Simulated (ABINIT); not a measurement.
# BN (Qingsongite): a self-consistent loop beyond G0W0, cycle by cycle, part 2 of 2

Aim: iterate the self-energy on BN (Qingsongite) and follow the gap from cycle to cycle.

ABINIT 10.8.3; PBE and many-body steps on it, plane waves. Known limits of the many-body steps: not at the basis limit; coarse k mesh.

So far. Step 14 (QSGW, cycle 4): Against the cycle before, the gap moves by +0.089 eV.

## Step 17: QSGW, cycle 5

This step: QSGW on PBE, plane waves, norm-conserving pseudopotentials.

The input, run.abi:

```
acell 3*1.0 Angstrom
rprim 
  -0.000000000000 1.807500000000 1.807500000000
  1.807500000000 0.000000000000 1.807500000000
  1.807500000000 1.807500000000 -0.000000000000
ntypat 2
znucl 5 7
natom 2
typat 1 2
xred 
  0.000000000000 0.000000000000 0.000000000000
  0.250000000000 0.250000000000 0.250000000000
pp_dirpath "pseudos"
pseudos "B.upf, N.upf"
ecut 36
ngkpt 6 6 6
nshiftk 1
shiftk 0 0 0
kptopt 1
chksymbreak 0
istwfk *1
occopt 1
irdwfk 1
optdriver 4
nband 58
gwcalctyp 28
ecutsigx 36
symsigma 0
nkptgw 16
kptgw 
  0.0000000000 0.0000000000 0.0000000000
  0.1666666667 0.0000000000 0.0000000000
  0.3333333333 0.0000000000 0.0000000000
  0.5000000000 0.0000000000 0.0000000000
  0.1666666667 0.1666666667 0.0000000000
  0.3333333333 0.1666666667 0.0000000000
  0.5000000000 0.1666666667 0.0000000000
  -0.3333333333 0.1666666667 0.0000000000
  -0.1666666667 0.1666666667 0.0000000000
  0.3333333333 0.3333333333 0.0000000000
  0.5000000000 0.3333333333 0.0000000000
  -0.3333333333 0.3333333333 0.0000000000
  0.5000000000 0.5000000000 0.0000000000
  0.5000000000 0.3333333333 0.1666666667
  -0.3333333333 0.3333333333 0.1666666667
  -0.3333333333 0.5000000000 0.1666666667
bdgw 
  1 14
  1 14
  1 14
  1 14
  1 14
  1 14
  1 14
  1 14
  1 14
  1 14
  1 14
  1 14
  1 14
  1 14
  1 14
  1 14
ecuteps 8
irdscr 1
ppmodel 1
irdqps 1
rhoqpmix 0.3
indata_prefix "in"
outdata_prefix "out"
tmpdata_prefix "tmp"
```

On the command line:

```sh
$ OMP_NUM_THREADS=1 mpirun -n 4 abinit run.abi > log
```

Run time: 71 s. Hardware: 4 MPI ranks of Arm Neoverse V2, shared host; peak memory 0.64 GiB.

Numbers from this step:

| Quantity | Value |
| --- | --- |
| quasiparticle gap on the mesh | 6.686 eV |
| gap of the density functional on the mesh | 4.535 eV |
| k of the valence top | 0, 0, 0 |
| k of the conduction bottom | 0.5, 0.5, 0 |
| least direct quasiparticle gap on the computed points | 11.81 eV |

Against the cycle before, the gap moves by +0.016 eV.

## Step 18: Screening, 6×6×6 mesh, 58 bands, screening to 217.7 eV

This step: RPA screening on PBE, plane waves, norm-conserving pseudopotentials.

The input, run.abi:

```
acell 3*1.0 Angstrom
rprim 
  -0.000000000000 1.807500000000 1.807500000000
  1.807500000000 0.000000000000 1.807500000000
  1.807500000000 1.807500000000 -0.000000000000
ntypat 2
znucl 5 7
natom 2
typat 1 2
xred 
  0.000000000000 0.000000000000 0.000000000000
  0.250000000000 0.250000000000 0.250000000000
pp_dirpath "pseudos"
pseudos "B.upf, N.upf"
ecut 36
ngkpt 6 6 6
nshiftk 1
shiftk 0 0 0
kptopt 1
chksymbreak 0
istwfk *1
occopt 1
irdwfk 1
optdriver 3
nband 58
ecuteps 8
inclvkb 2
awtr 1
symchi 1
gwcalctyp 28
mbpt_sciss 2.914 eV
nqptdm 1
qptdm 
  0 0 0
indata_prefix "in"
outdata_prefix "out"
tmpdata_prefix "tmp"
```

The job ended after 1.7 s (4 MPI ranks; peak memory 0.11 GiB).

This step gave:

```
ε∞ with local fields, on this mesh, along the program's q direction : 3.801
the same without local fields                                       : 4.049
plasma frequency                                                    : 30.56 eV
plane waves in the screening matrix                                 : 65
```

This screening uses the functional's bands under a rigid shift, the mean opening of the cycle before.

## Step 19: Screening, 6×6×6 mesh, 58 bands, screening to 217.7 eV

This step: RPA screening on PBE from quasiparticle energies and orbitals, plane waves, norm-conserving pseudopotentials.

Changes to run.abi since step 18:

```diff
@@ -29,7 +29,21 @@
 symchi 1
+irdqps 1
 gwcalctyp 28
-mbpt_sciss 2.914 eV
-nqptdm 1
+nqptdm 15
 qptdm 
-  0 0 0
+  0.1666666667 0.0000000000 0.0000000000
+  0.3333333333 0.0000000000 0.0000000000
+  0.5000000000 0.0000000000 0.0000000000
+  0.1666666667 0.1666666667 0.0000000000
+  0.3333333333 0.1666666667 0.0000000000
+  0.5000000000 0.1666666667 0.0000000000
+  -0.3333333333 0.1666666667 0.0000000000
+  -0.1666666667 0.1666666667 0.0000000000
+  0.3333333333 0.3333333333 0.0000000000
+  0.5000000000 0.3333333333 0.0000000000
+  -0.3333333333 0.3333333333 0.0000000000
+  0.5000000000 0.5000000000 0.0000000000
+  0.5000000000 0.3333333333 0.1666666667
+  -0.3333333333 0.3333333333 0.1666666667
+  -0.3333333333 0.5000000000 0.1666666667
 indata_prefix "in"
```

The input, mrgscr.stdin:

```
2
merged
q0_SCR
out_SCR
1
```

On the command line:

```sh
$ OMP_NUM_THREADS=1 mpirun -n 4 abinit run.abi > log; mrgscr < mrgscr.stdin
```

The job ended after 6.4 s (4 MPI ranks; peak memory 0.41 GiB; 25 s of CPU time).

Numbers from this step:

```
plasma frequency                    : 30.56 eV
plane waves in the screening matrix : 65
```

This screening reads the quasiparticle levels of the cycle before.

## Step 20: QSGW, cycle 6

This step: QSGW on PBE, plane waves, norm-conserving pseudopotentials.

Changes to run.abi since step 19:

```diff
@@ -23,12 +23,10 @@
 irdwfk 1
-optdriver 3
+optdriver 4
 nband 58
-ecuteps 8
-inclvkb 2
-awtr 1
-symchi 1
-irdqps 1
 gwcalctyp 28
-nqptdm 15
-qptdm 
+ecutsigx 36
+symsigma 0
+nkptgw 16
+kptgw 
+  0.0000000000 0.0000000000 0.0000000000
   0.1666666667 0.0000000000 0.0000000000
@@ -48,2 +46,24 @@
   -0.3333333333 0.5000000000 0.1666666667
+bdgw 
+  1 14
+  1 14
+  1 14
+  1 14
+  1 14
+  1 14
+  1 14
+  1 14
+  1 14
+  1 14
+  1 14
+  1 14
+  1 14
+  1 14
+  1 14
+  1 14
+ecuteps 8
+irdscr 1
+ppmodel 1
+irdqps 1
+rhoqpmix 0.3
 indata_prefix "in"
```

On the command line:

```sh
$ OMP_NUM_THREADS=1 mpirun -n 4 abinit run.abi > log
```

Wall time 71 s (4 MPI ranks); peak memory 0.64 GiB.

Numbers from this step:

```
quasiparticle gap on the mesh                         : 6.673 eV
gap of the density functional on the mesh             : 4.535 eV
k of the valence top                                  : 0, 0, 0
k of the conduction bottom                            : 0.5, 0.5, 0
least direct quasiparticle gap on the computed points : 11.79 eV
```

Against the cycle before, the gap moves by −0.013 eV.

## Step 21: The runs together

Times are wall times on 4 MPI ranks of Arm Neoverse V2, shared host, good to a factor of about two. A run's time includes the screening step that it read.

```csv
run,mesh,bands,screening cutoff (eV),DFT gap (eV),gap on the mesh (eV),direct (eV),ε∞ used,time
G0W0,6×6×6,58,217.7,4.535,5.952,10.874,4.40,8.9 s
"QSGW, cycle 1",6×6×6,58,217.7,4.535,6.219,11.268,4.40,77 s
"QSGW, cycle 2",6×6×6,58,217.7,4.535,6.411,11.482,3.88,80 s
"QSGW, cycle 3",6×6×6,58,217.7,4.535,6.581,11.695,3.84,79 s
"QSGW, cycle 4",6×6×6,58,217.7,4.535,6.670,11.790,3.82,79 s
"QSGW, cycle 5",6×6×6,58,217.7,4.535,6.686,11.810,3.80,80 s
"QSGW, cycle 6",6×6×6,58,217.7,4.535,6.673,11.792,3.80,79 s
```

## Step 22: What came out

```
G0W0          : 5.952 eV
QSGW, cycle 1 : 6.219 eV
QSGW, cycle 2 : 6.411 eV
QSGW, cycle 3 : 6.581 eV
QSGW, cycle 4 : 6.670 eV
QSGW, cycle 5 : 6.686 eV
QSGW, cycle 6 : 6.673 eV
known limits  : not at the basis limit; coarse k mesh
```

What this shows: Only the bands that the input lists are updated; the others, empty or deep, keep the functional's energies or take a rigid shift. QSGW ends at 6.67 eV, +0.72 eV from G0W0, after 6 cycles that took 7.8 min beside the first screening; the last moved the gap by 0.013 eV. Bands and cutoff are finite, so the gap is not at the basis limit. The miss can reach some tenths of an eV and take either sign; the mesh is an error of its own. The 6×6×6 mesh is coarse for this cell, which bears on the long-range parts of exchange and screening. In the updated screening the q = 0 part is built from Kohn-Sham bands under a rigid shift, the other q from the quasiparticle levels.

[Paths, hosts, dates, memory and timing lines, banners, echoed tables and standing remarks are left out of the program output.]

[Logs are printed without paths, hosts, clocks, repeated set-up lines and the standing remarks that a program may print on its own settings, such as how far it seeks lower states.]

[Runs of the session that timed out or met a known fault of the program may be left out.]

[Hosts, paths, dates, database ids (printed as entryN), source tags and the programs' standing remarks are cut or masked in the printed files.]

[G0W0 gaps are taken among the corrected bands and points alone; a level outside them can change the order at an edge.]

[Where Ansatz stands beside ABINIT at settings called matched, ABINIT's density can come from a denser mesh and the files from another edition; pairs whose starting gaps differed by over 0.03 eV were left out, so agreement reads better than it is.]
